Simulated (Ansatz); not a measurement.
**Ge wire along [100], 37 atoms a period, H-terminated: bands by functional**

Wanted: the relaxed geometry and the bands of the Ge wire along [100], 37 atoms a period, H-terminated.

Program: Ansatz 0.2.0. Level of theory: DFT PBE, plane waves, PAW; relaxation of a wire's period; PAW set soft_1, in the first sound run; inputs show where later runs differ. Results are calculated unless marked as measured.

## (1) The structure

The cell holds 65 atoms: 37 Ge and 28 H. Cell: a = 20.121 Å, b = 20.121 Å, c = 5.760 Å, α = 90.0°, β = 90.0°, γ = 90.0°. Vacuum lies along a and b. The structure's axis is c.

## (2) Relaxation of atoms and period

Band widths follow the bond lengths, so the wire is relaxed first. The atoms and the third cell vector are free; the box across stays fixed as vacuum. A Fermi-Dirac smearing is set since the result may be a metal. The pressure printed is a third of the stress's trace over the whole box, vacuum included; only the stress along the axis is relaxed.

File input.yaml:

```yaml
crystal:
  lattice:
    - [20.121, 0.0, 0.0]
    - [0.0, 20.121, 0.0]
    - [0.0, 0.0, 5.76]
  atoms:
    - { symbol: Ge, position: [0.285307212, 0.285307212, 0.0] }
    - { symbol: Ge, position: [0.285307212, 0.57157529, 0.0] }
    - { symbol: Ge, position: [0.428441251, 0.428441251, 0.0] }
    - { symbol: Ge, position: [0.428441251, 0.71470933, 0.0] }
    - { symbol: Ge, position: [0.57157529, 0.285307212, 0.0] }
    - { symbol: Ge, position: [0.57157529, 0.57157529, 0.0] }
    - { symbol: Ge, position: [0.71470933, 0.428441251, 0.0] }
    - { symbol: Ge, position: [0.71470933, 0.71470933, 0.0] }
    - { symbol: H, position: [0.168977685, 0.455245763, 0.093634302] }
    - { symbol: H, position: [0.455245763, 0.168977685, 0.093634302] }
    - { symbol: H, position: [0.544770779, 0.831038857, 0.093634302] }
    - { symbol: H, position: [0.831038857, 0.544770779, 0.093634302] }
    - { symbol: H, position: [0.240544705, 0.240544705, 0.156365698] }
    - { symbol: H, position: [0.759471837, 0.759471837, 0.156365698] }
    - { symbol: Ge, position: [0.213740193, 0.500008271, 0.25] }
    - { symbol: Ge, position: [0.356874232, 0.356874232, 0.25] }
    - { symbol: Ge, position: [0.356874232, 0.64314231, 0.25] }
    - { symbol: Ge, position: [0.500008271, 0.213740193, 0.25] }
    - { symbol: Ge, position: [0.500008271, 0.500008271, 0.25] }
    - { symbol: Ge, position: [0.500008271, 0.786276349, 0.25] }
    - { symbol: Ge, position: [0.64314231, 0.356874232, 0.25] }
    - { symbol: Ge, position: [0.64314231, 0.64314231, 0.25] }
    - { symbol: Ge, position: [0.786276349, 0.500008271, 0.25] }
    - { symbol: H, position: [0.240544705, 0.759471837, 0.343634302] }
    - { symbol: H, position: [0.759471837, 0.240544705, 0.343634302] }
    - { symbol: H, position: [0.168977685, 0.544770779, 0.406365698] }
    - { symbol: H, position: [0.455245763, 0.831038857, 0.406365698] }
    - { symbol: H, position: [0.544770779, 0.168977685, 0.406365698] }
    - { symbol: H, position: [0.831038857, 0.455245763, 0.406365698] }
    - { symbol: Ge, position: [0.285307212, 0.428441251, 0.5] }
    - { symbol: Ge, position: [0.285307212, 0.71470933, 0.5] }
    - { symbol: Ge, position: [0.428441251, 0.285307212, 0.5] }
    - { symbol: Ge, position: [0.428441251, 0.57157529, 0.5] }
    - { symbol: Ge, position: [0.57157529, 0.428441251, 0.5] }
    - { symbol: Ge, position: [0.57157529, 0.71470933, 0.5] }
    - { symbol: Ge, position: [0.71470933, 0.285307212, 0.5] }
    - { symbol: Ge, position: [0.71470933, 0.57157529, 0.5] }
    - { symbol: H, position: [0.168977685, 0.312111724, 0.593634302] }
    - { symbol: H, position: [0.168977685, 0.598379802, 0.593634302] }
    - { symbol: H, position: [0.312111724, 0.168977685, 0.593634302] }
    - { symbol: H, position: [0.40163674, 0.831038857, 0.593634302] }
    - { symbol: H, position: [0.598379802, 0.168977685, 0.593634302] }
    - { symbol: H, position: [0.687904818, 0.831038857, 0.593634302] }
    - { symbol: H, position: [0.831038857, 0.40163674, 0.593634302] }
    - { symbol: H, position: [0.831038857, 0.687904818, 0.593634302] }
    - { symbol: Ge, position: [0.213740193, 0.356874232, 0.75] }
    - { symbol: Ge, position: [0.213740193, 0.64314231, 0.75] }
    - { symbol: Ge, position: [0.356874232, 0.213740193, 0.75] }
    - { symbol: Ge, position: [0.356874232, 0.500008271, 0.75] }
    - { symbol: Ge, position: [0.356874232, 0.786276349, 0.75] }
    - { symbol: Ge, position: [0.500008271, 0.356874232, 0.75] }
    - { symbol: Ge, position: [0.500008271, 0.64314231, 0.75] }
    - { symbol: Ge, position: [0.64314231, 0.213740193, 0.75] }
    - { symbol: Ge, position: [0.64314231, 0.500008271, 0.75] }
    - { symbol: Ge, position: [0.64314231, 0.786276349, 0.75] }
    - { symbol: Ge, position: [0.786276349, 0.356874232, 0.75] }
    - { symbol: Ge, position: [0.786276349, 0.64314231, 0.75] }
    - { symbol: H, position: [0.168977685, 0.40163674, 0.906365698] }
    - { symbol: H, position: [0.168977685, 0.687904818, 0.906365698] }
    - { symbol: H, position: [0.312111724, 0.831038857, 0.906365698] }
    - { symbol: H, position: [0.40163674, 0.168977685, 0.906365698] }
    - { symbol: H, position: [0.598379802, 0.831038857, 0.906365698] }
    - { symbol: H, position: [0.687904818, 0.168977685, 0.906365698] }
    - { symbol: H, position: [0.831038857, 0.312111724, 0.906365698] }
    - { symbol: H, position: [0.831038857, 0.598379802, 0.906365698] }
kpoints:
  mp_grid: { grid: [1, 1, 14] }
scf:
  occupations: { method: fermi_dirac, width: 0.05 }
hamiltonian:
  xc: pbe
  pseudopotentials: { kind: paw, azcp: { folder: soft_1 } }
relax:
  cell: { fix: [a, b, alpha, beta, gamma] }
  max_steps: 45
  f_tol: 0.03
```

Run with:

```sh
$ ansatz run input.yaml --threads 8 --pin off --max-ram 16384MiB --backend cpu --events-out ev --progress --plain --runs-dir out
```

Numbers of over 12 decimals in the logs are rounded to 6 here.

What it wrote:

```text
Engine: ansatz 0.2.0, aarch64-unknown-linux-gnu
Pseudopotentials: kind: paw
Pseudopotential: Ge, paw, valence charge 14, recommended cutoff 420 eV (normal), soft_1/Ge.paw.azcp
Pseudopotential: H, paw, valence charge 1, recommended cutoff 420 eV (normal), soft_1/H.paw.azcp
Functional definition: PBE
  parameter kappa = 0.804
  parameter beta = 0.066725
  exchange = pbe_x(kappa = kappa, mu = beta*pi^2/3)
  correlation = pbe_c(beta = beta)
Crystal: 65 atoms, lattice volume = 2331.963 Å³
Basis set: ecut = 420 eV, 45619 PW (Γ), exchange–correlation on 270×270×80 points (8 copies of the dense FFT grid, shifted against one another)
Bands: 338, of which v1, the nominal top of the filled ones, is band 273 counted from 1 (272 counted from 0)
Symmetry: 8 space group operations
Space group: P-42m (ITA 111), of the structure as read, at distance tolerance 1.3e-4 Å
k-points: 8 of 14
Non-local potential: Ge, projectors of the file, l = 0: 2, l = 1: 2, l = 2: 3, l = 3: 1
Non-local potential: H, projectors of the file, l = 0: 2, l = 1: 1
PAW form: soft (Blöchl's): semilocal exchange-correlation on the pseudo side does not see the compensation charge
PAW one-centre angular grid: Ge, 590 points (default); XC on 64 Gauss nodes
PAW one-centre angular grid: H, 110 points (default); XC on 64 Gauss nodes
Initial density: superposition of atomic densities (neutral atoms: chi_scale 0, normalization atom)
Initial wavefunctions: pseudopotential atomic-orbital guess
Functional: x = pbe(κ = 0.804, μ = 0.219515), c = pbe(β = 0.066725)
SCF iter   1: F=—  HF=-159358.365454 eV  |F-HF|=—  |Δ(HF+E_count)|=         —  Δρ=3.66e-2  dr2=2.64e1  ethr=3.10e-3  ⟨swp⟩=6.0  Hψ=10165  notcnv=0  defer=159
preconditioner: auto → Resta (q_TF=auto, 2.142 Å⁻¹)  ε∞=1.7  [insulator: Δε(μ)=1.525 eV  Ē_g=21.800 eV  σ=0.050 eV  W_gap=1.00  n_scr=362 (ndim 8)  ℏωp=18.0 eV  f_vac=0.484  D(μ)=0.00/eV (n_scr^D=0)  ε∞_Penn≈1.7  vacuum switching on, ρ_ref=3.4e-2 e/Å³]
SCF iter   2: F=—  HF=-159352.949843 eV  |F-HF|=—  |Δ(HF+E_count)|=    5.42e0  Δρ=1.64e-2  dr2=6.82e0  ethr=3.10e-3  ⟨swp⟩=2.9  Hψ=3627  notcnv=0  defer=442
SCF iter   3: F=—  HF=-159354.315651 eV  |F-HF|=—  |Δ(HF+E_count)|=    1.37e0  Δρ=7.85e-3  dr2=2.17e1  ethr=1.25e-3  ⟨swp⟩=3.2  Hψ=4397  notcnv=0  defer=450  recentre
SCF iter   4: F=—  HF=-159351.536801 eV  |F-HF|=—  |Δ(HF+E_count)|=    2.78e0  Δρ=2.15e-3  dr2=2.57e-1  ethr=1.25e-3  ⟨swp⟩=3.0  Hψ=3414  notcnv=0  defer=418
SCF iter   5: F=—  HF=-159351.530740 eV  |F-HF|=—  |Δ(HF+E_count)|=   6.06e-3  Δρ=1.02e-3  dr2=1.45e-2  ethr=4.71e-5  ⟨swp⟩=2.0  Hψ=3422  notcnv=0  defer=422
SCF iter   6: F=—  HF=-159351.537009 eV  |F-HF|=—  |Δ(HF+E_count)|=   6.27e-3  Δρ=2.95e-4  dr2=1.71e-3  ethr=2.65e-6  ⟨swp⟩=2.0  Hψ=4464  notcnv=0  defer=422
SCF iter   7: F=—  HF=-159351.537756 eV  |F-HF|=—  |Δ(HF+E_count)|=   7.47e-4  Δρ=7.04e-5  dr2=1.14e-4  ethr=3.12e-7  ⟨swp⟩=2.0  Hψ=4464  notcnv=0  defer=422
SCF iter   8: F=—  HF=-159351.537820 eV  |F-HF|=—  |Δ(HF+E_count)|=   6.42e-5  Δρ=2.53e-5  dr2=1.62e-5  ethr=2.09e-8  ⟨swp⟩=2.0  Hψ=4464  notcnv=0  defer=422
SCF iter   9: F=—  HF=-159351.538226 eV  |F-HF|=—  |Δ(HF+E_count)|=   4.06e-4  Δρ=8.93e-6  dr2=4.14e-6  ethr=2.97e-9  ⟨swp⟩=3.0  Hψ=4630  notcnv=0  defer=422
SCF iter  10: F=—  HF=-159351.538227 eV  |F-HF|=—  |Δ(HF+E_count)|=   4.70e-7  Δρ=2.82e-6  dr2=2.35e-7  ethr=7.58e-10  ⟨swp⟩=2.0  Hψ=3445  notcnv=0  defer=422
SCF iter  11: F=-159351.538227 eV  HF=-159351.538227 eV  |F-HF|=6.34e-9  |Δ(HF+E_count)|=   5.58e-8  Δρ=9.73e-7  dr2=1.92e-8  ethr=1.83e-11  ⟨swp⟩=4.0  Hψ=7659  notcnv=0
SCF 1 converged in 11 iterations: F = -159351.538227 eV  dr2 = 1.92e-8
  greatest PAW one-centre occupation: 0.998 electrons in one spin orbital (limit 2), on the Ge atom at site 19 (counted from 0), in its partial waves of l = 2
relax step   1: F+E_penalty+E_count = -159351.53822661 eV  Δ(F+E_penalty+E_count) = +0.000e0 eV  max|allowed force component| = 2.936e-1 eV/Å  Δτ_max = 0.0000 Å  P = -0.223 GPa  Ω = 2331.963 Å³  fix = [a, b, alpha, beta, gamma]  reactions: a -0.332, b -0.332 GPa  (11 SCF iters, dr2 threshold 1.00e-7 eV, accepted)
Crystal: 65 atoms, lattice volume = 2358.508 Å³
Basis set: ecut = 420 eV, 46171 PW (Γ), exchange–correlation on 270×270×80 points (8 copies of the dense FFT grid, shifted against one another)
Initial density: handed on by an earlier stage of this run
Initial wavefunctions: those handed on with the density
iter 1 solved again at ethr=1.80e-4 eV; its pass at ethr=3.10e-3 eV (dr2=9.84e-1 eV) is discarded
SCF iter   1: F=—  HF=-159352.259735 eV  |F-HF|=—  |Δ(HF+E_count)|=         —  Δρ=9.02e-3  dr2=9.88e-1  ethr=1.80e-4  ⟨swp⟩=6.8  Hψ=12656  notcnv=0
preconditioner: auto → Resta (q_TF=auto, 2.138 Å⁻¹)  ε∞=1.7  [insulator: Δε(μ)=1.712 eV  Ē_g=21.803 eV  σ=0.050 eV  W_gap=1.00  n_scr=362 (ndim 8)  ℏωp=17.9 eV  f_vac=0.526  D(μ)=0.00/eV (n_scr^D=0)  ε∞_Penn≈1.7  vacuum switching on, ρ_ref=3.4e-2 e/Å³]
SCF iter   2: F=—  HF=-159352.140642 eV  |F-HF|=—  |Δ(HF+E_count)|=   1.19e-1  Δρ=4.41e-3  dr2=2.68e-1  ethr=1.80e-4  ⟨swp⟩=5.2  Hψ=4090  notcnv=0  defer=51
SCF iter   3: F=—  HF=-159352.247449 eV  |F-HF|=—  |Δ(HF+E_count)|=   1.07e-1  Δρ=1.69e-3  dr2=9.53e-1  ethr=4.91e-5  ⟨swp⟩=6.0  Hψ=4461  notcnv=0  defer=155  recentre
SCF iter   4: F=—  HF=-159352.119118 eV  |F-HF|=—  |Δ(HF+E_count)|=   1.28e-1  Δρ=3.31e-4  dr2=6.32e-3  ethr=4.91e-5  ⟨swp⟩=3.0  Hψ=3340  notcnv=0  defer=423
SCF iter   5: F=—  HF=-159352.119080 eV  |F-HF|=—  |Δ(HF+E_count)|=   3.79e-5  Δρ=1.37e-4  dr2=4.50e-4  ethr=1.16e-6  ⟨swp⟩=2.0  Hψ=3045  notcnv=0  defer=421
SCF iter   6: F=—  HF=-159352.119290 eV  |F-HF|=—  |Δ(HF+E_count)|=   2.10e-4  Δρ=5.35e-5  dr2=5.98e-5  ethr=8.24e-8  ⟨swp⟩=2.0  Hψ=4449  notcnv=0  defer=421
SCF iter   7: F=-159352.119312 eV  HF=-159352.119313 eV  |F-HF|=6.13e-7  |Δ(HF+E_count)|=   2.30e-5  Δρ=1.32e-5  dr2=4.11e-6  ethr=9.86e-10  ⟨swp⟩=3.0  Hψ=9758  notcnv=0
SCF 2 converged in 7 iterations: F = -159352.119312 eV  dr2 = 4.11e-6
  greatest PAW one-centre occupation: 0.998 electrons in one spin orbital (limit 2), on the Ge atom at site 22 (counted from 0), in its partial waves of l = 2
relax step   2: F+E_penalty+E_count = -159352.11931209 eV  Δ(F+E_penalty+E_count) = -5.811e-1 eV  max|allowed force component| = 1.968e-1 eV/Å  Δτ_max = 0.1948 Å  P = -0.162 GPa  Ω = 2358.508 Å³  energy of the carried Pulay correction = -4.877e-3 eV  fix = [a, b, alpha, beta, gamma]  reactions: a -0.138, b -0.138 GPa  (7 SCF iters, dr2 threshold 5.39e-6 eV, accepted)
Crystal: 65 atoms, lattice volume = 2357.275 Å³
[...]
E_ewald      = 81536.030506
  E_smearing   = -0.000000  (= −TS)
  E_closure    = 0.000000  (closes the sum)
  Σ components = -159352.606560   (vs F -159352.606560, Δ=0.00e0)
--- Forces (eV/Å), atoms counted from 1 ---
  atom   1  Ge     0.00201736     0.00201736     0.00614141
  atom   2  Ge    -0.00380807     0.00104286     0.00058071
  atom   3  Ge    -0.00080219    -0.00080219    -0.00321214
  atom   4  Ge    -0.00104286     0.00380807     0.00058071
  atom   5  Ge     0.00104286    -0.00380807     0.00058071
  atom   6  Ge     0.00080219     0.00080219    -0.00321214
  atom   7  Ge     0.00380807    -0.00104286     0.00058071
  atom   8  Ge    -0.00201736    -0.00201736     0.00614141
  atom   9  H     -0.00148236     0.00103328    -0.00192945
  atom  10  H      0.00103328    -0.00148236    -0.00192945
  atom  11  H     -0.00103328     0.00148236    -0.00192945
  atom  12  H      0.00148236    -0.00103328    -0.00192945
  atom  13  H      0.00130886     0.00130886     0.00083146
  atom  14  H     -0.00130886    -0.00130886     0.00083146
  atom  15  Ge     0.00267947     0.00000000     0.00000000
  atom  16  Ge    -0.00154009    -0.00154009     0.00490425
  atom  17  Ge    -0.00154009     0.00154009    -0.00490425
  atom  18  Ge     0.00000000     0.00267947    -0.00000000
  atom  19  Ge     0.00000000     0.00000000     0.00000000
  atom  20  Ge    -0.00000000    -0.00267947     0.00000000
  atom  21  Ge     0.00154009    -0.00154009    -0.00490425
  atom  22  Ge     0.00154009     0.00154009     0.00490425
  atom  23  Ge    -0.00267947     0.00000000     0.00000000
  atom  24  H      0.00130886    -0.00130886    -0.00083146
  atom  25  H     -0.00130886     0.00130886    -0.00083146
  atom  26  H     -0.00148236    -0.00103328     0.00192945
  atom  27  H      0.00103328     0.00148236     0.00192945
  atom  28  H     -0.00103328    -0.00148236     0.00192945
  atom  29  H      0.00148236     0.00103328     0.00192945
  atom  30  Ge    -0.00380807    -0.00104286    -0.00058071
  atom  31  Ge     0.00201736    -0.00201736    -0.00614141
  atom  32  Ge    -0.00104286    -0.00380807    -0.00058071
  atom  33  Ge    -0.00080219     0.00080219     0.00321214
  atom  34  Ge     0.00080219    -0.00080219     0.00321214
  atom  35  Ge     0.00104286     0.00380807    -0.00058071
  atom  36  Ge    -0.00201736     0.00201736    -0.00614141
  atom  37  Ge     0.00380807     0.00104286    -0.00058071
  atom  38  H      0.00604262    -0.00010307     0.00013512
  atom  39  H     -0.00310822     0.00076554    -0.00033524
  atom  40  H     -0.00010307     0.00604262     0.00013512
[...]
atom  54  Ge    -0.00349505     0.00000000     0.00000000
  atom  55  Ge     0.00567352    -0.00053492    -0.00478622
  atom  56  Ge    -0.00053492    -0.00567352     0.00478622
  atom  57  Ge    -0.00053492     0.00567352    -0.00478622
  atom  58  H     -0.00310822    -0.00076554     0.00033524
  atom  59  H      0.00604262     0.00010307    -0.00013512
  atom  60  H     -0.00010307    -0.00604262    -0.00013512
  atom  61  H     -0.00076554    -0.00310822     0.00033524
  atom  62  H      0.00076554     0.00310822     0.00033524
  atom  63  H      0.00010307     0.00604262    -0.00013512
  atom  64  H     -0.00604262    -0.00010307    -0.00013512
  atom  65  H      0.00310822     0.00076554     0.00033524
  max |Σ_I F_I| component: 1.36e-18 eV/Å
--- Stress (GPa, compression-positive) ---
        0.000745       0.000000       0.000000
        0.000000       0.000745      -0.000000
        0.000000      -0.000000       0.001025
  P = ⅓ Tr σ = 0.0008 GPa (0.008 kbar)
--- Relaxed structure (6 steps of the walk, 6 accepted, 1 SCFs on fresh bases) ---
  F+E_penalty+E_count = -159352.60656019 eV   max|allowed force component| = 6.141e-3 eV/Å   (the final SCF, on the basis selected at the relaxed cell)
  cell:  # Å, volume = 2346.1465 Å³
    - [20.121, 0.0, 0.0]
    - [0.0, 20.121, 0]
    - [0.0, 0, 5.795034]
  atoms:
    - { symbol: Ge, position: [0.287379, 0.287379, -0.00861169] }
    - { symbol: Ge, position: [0.286650, 0.571614, 0.00296399] }
    - { symbol: Ge, position: [0.428915, 0.428915, -0.00166009] }
    - { symbol: Ge, position: [0.428403, 0.713367, 0.00296399] }
    - { symbol: Ge, position: [0.571614, 0.286650, 0.00296399] }
    - { symbol: Ge, position: [0.571101, 0.571101, -0.00166009] }
    - { symbol: Ge, position: [0.713367, 0.428403, 0.00296399] }
    - { symbol: Ge, position: [0.712637, 0.712637, -0.00861169] }
    - { symbol: H, position: [0.171436, 0.456342, 0.098999] }
    - { symbol: H, position: [0.456342, 0.171436, 0.098999] }
    - { symbol: H, position: [0.543675, 0.828581, 0.098999] }
    - { symbol: H, position: [0.828581, 0.543675, 0.098999] }
    - { symbol: H, position: [0.242217, 0.242217, 0.142430] }
    - { symbol: H, position: [0.757799, 0.757799, 0.142430] }
    - { symbol: Ge, position: [0.217335, 0.500008, 0.25] }
    - { symbol: Ge, position: [0.357903, 0.357903, 0.245369] }
    - { symbol: Ge, position: [0.357903, 0.642113, 0.254631] }
    - { symbol: Ge, position: [0.500008, 0.217335, 0.25] }
    - { symbol: Ge, position: [0.500008, 0.500008, 0.25] }
    - { symbol: Ge, position: [0.500008, 0.782681, 0.25] }
    - { symbol: Ge, position: [0.642113, 0.357903, 0.254631] }
    - { symbol: Ge, position: [0.642113, 0.642113, 0.245369] }
    - { symbol: Ge, position: [0.782681, 0.500008, 0.25] }
    - { symbol: H, position: [0.242217, 0.757799, 0.357570] }
    - { symbol: H, position: [0.757799, 0.242217, 0.357570] }
    - { symbol: H, position: [0.171436, 0.543675, 0.401001] }
    - { symbol: H, position: [0.456342, 0.828581, 0.401001] }
    - { symbol: H, position: [0.543675, 0.171436, 0.401001] }
    - { symbol: H, position: [0.828581, 0.456342, 0.401001] }
    - { symbol: Ge, position: [0.286650, 0.428403, 0.497036] }
    - { symbol: Ge, position: [0.287379, 0.712637, 0.508612] }
    - { symbol: Ge, position: [0.428403, 0.286650, 0.497036] }
    - { symbol: Ge, position: [0.428915, 0.571101, 0.501660] }
    - { symbol: Ge, position: [0.571101, 0.428915, 0.501660] }
    - { symbol: Ge, position: [0.571614, 0.713367, 0.497036] }
    - { symbol: Ge, position: [0.712637, 0.287379, 0.508612] }
    - { symbol: Ge, position: [0.713367, 0.571614, 0.497036] }
    - { symbol: H, position: [0.188549, 0.299015, 0.545907] }
    - { symbol: H, position: [0.158061, 0.614611, 0.664900] }
    - { symbol: H, position: [0.299015, 0.188549, 0.545907] }
    - { symbol: H, position: [0.385405, 0.841956, 0.664900] }
    - { symbol: H, position: [0.614611, 0.158061, 0.664900] }
    - { symbol: H, position: [0.701001, 0.811468, 0.545907] }
    - { symbol: H, position: [0.841956, 0.385405, 0.664900] }
    - { symbol: H, position: [0.811468, 0.701001, 0.545907] }
    - { symbol: Ge, position: [0.217507, 0.350046, 0.719532] }
    - { symbol: Ge, position: [0.217507, 0.649971, 0.780468] }
    - { symbol: Ge, position: [0.350046, 0.217507, 0.719532] }
    - { symbol: Ge, position: [0.357004, 0.500008, 0.750000] }
    - { symbol: Ge, position: [0.350046, 0.782509, 0.780468] }
    - { symbol: Ge, position: [0.500008, 0.357004, 0.750000] }
    - { symbol: Ge, position: [0.500008, 0.643012, 0.750000] }
    - { symbol: Ge, position: [0.649971, 0.217507, 0.780468] }
    - { symbol: Ge, position: [0.643012, 0.500008, 0.750000] }
    - { symbol: Ge, position: [0.649971, 0.782509, 0.719532] }
    - { symbol: Ge, position: [0.782509, 0.350046, 0.780468] }
    - { symbol: Ge, position: [0.782509, 0.649971, 0.719532] }
    - { symbol: H, position: [0.158061, 0.385405, 0.835100] }
    - { symbol: H, position: [0.188549, 0.701001, 0.954093] }
    - { symbol: H, position: [0.299015, 0.811468, 0.954093] }
    - { symbol: H, position: [0.385405, 0.158061, 0.835100] }
    - { symbol: H, position: [0.614611, 0.841956, 0.835100] }
    - { symbol: H, position: [0.701001, 0.188549, 0.954093] }
    - { symbol: H, position: [0.811468, 0.299015, 0.954093] }
    - { symbol: H, position: [0.841956, 0.614611, 0.835100] }
[key lines of the parts left out:]
SCF converged after 7 iterations
Free energy (F): -159352.606560 eV
Fermi energy:    0.579568 eV
```

Wall time 19 min (8 threads of Arm Neoverse V1, shared host); peak memory 11 GiB.

Relaxation path:

```tsv
step	energy less that of the first step (eV)	largest force component (eV/Å)	pressure (GPa)	volume (Å³)
1	0.0000	0.2936	-0.22	2331.96
2	-0.5811	0.1968	-0.16	2358.51
3	-0.7591	0.1128	-0.10	2357.28
4	-0.9459	0.1414	-0.04	2356.39
5	-1.0588	0.0371	0.04	2345.80
6	-1.0656	0.0061	0.00	2346.15
7*	-1.0683	0.0061	0.00	2346.15
```

Relaxation steps marked * repeat the geometry before them on a plane-wave basis chosen anew for their cell, so energy and pressure can jump there.

Forces are held to the 8 operations that the run works with; a distortion that breaks them can't arise in this run.

```tsv
cell as run	before	after	change
c (Å)	5.760	5.795	+0.6 %
```

The atoms that moved most (Å, along periodic axes as changes of fractional coordinates times the final cell, across vacuum about the mean position):

```tsv
atom	dx	dy	dz	length
H61	-0.327	-0.220	-0.413	0.571
H58	-0.220	-0.327	-0.413	0.571
H41	-0.327	0.220	0.413	0.571
H44	0.220	-0.327	0.413	0.571
H42	0.327	-0.220	0.413	0.571
H39	-0.220	0.327	0.413	0.571
H62	0.327	0.220	-0.413	0.571
H65	0.220	0.327	-0.413	0.571
```

This step gave:

```
cell length along the wire : 5.795 Å
```

The cell's length comes to 5.795 Å with spin left out.

[end of part 1 of 2]

[Logs are printed without paths, hosts, clocks, repeated set-up lines and the standing remarks that a program may print on its own settings, such as how far it seeks lower states.]

[Hosts, paths, dates, database ids (printed as entryN), source tags and the programs' standing remarks are cut or masked in the printed files.]
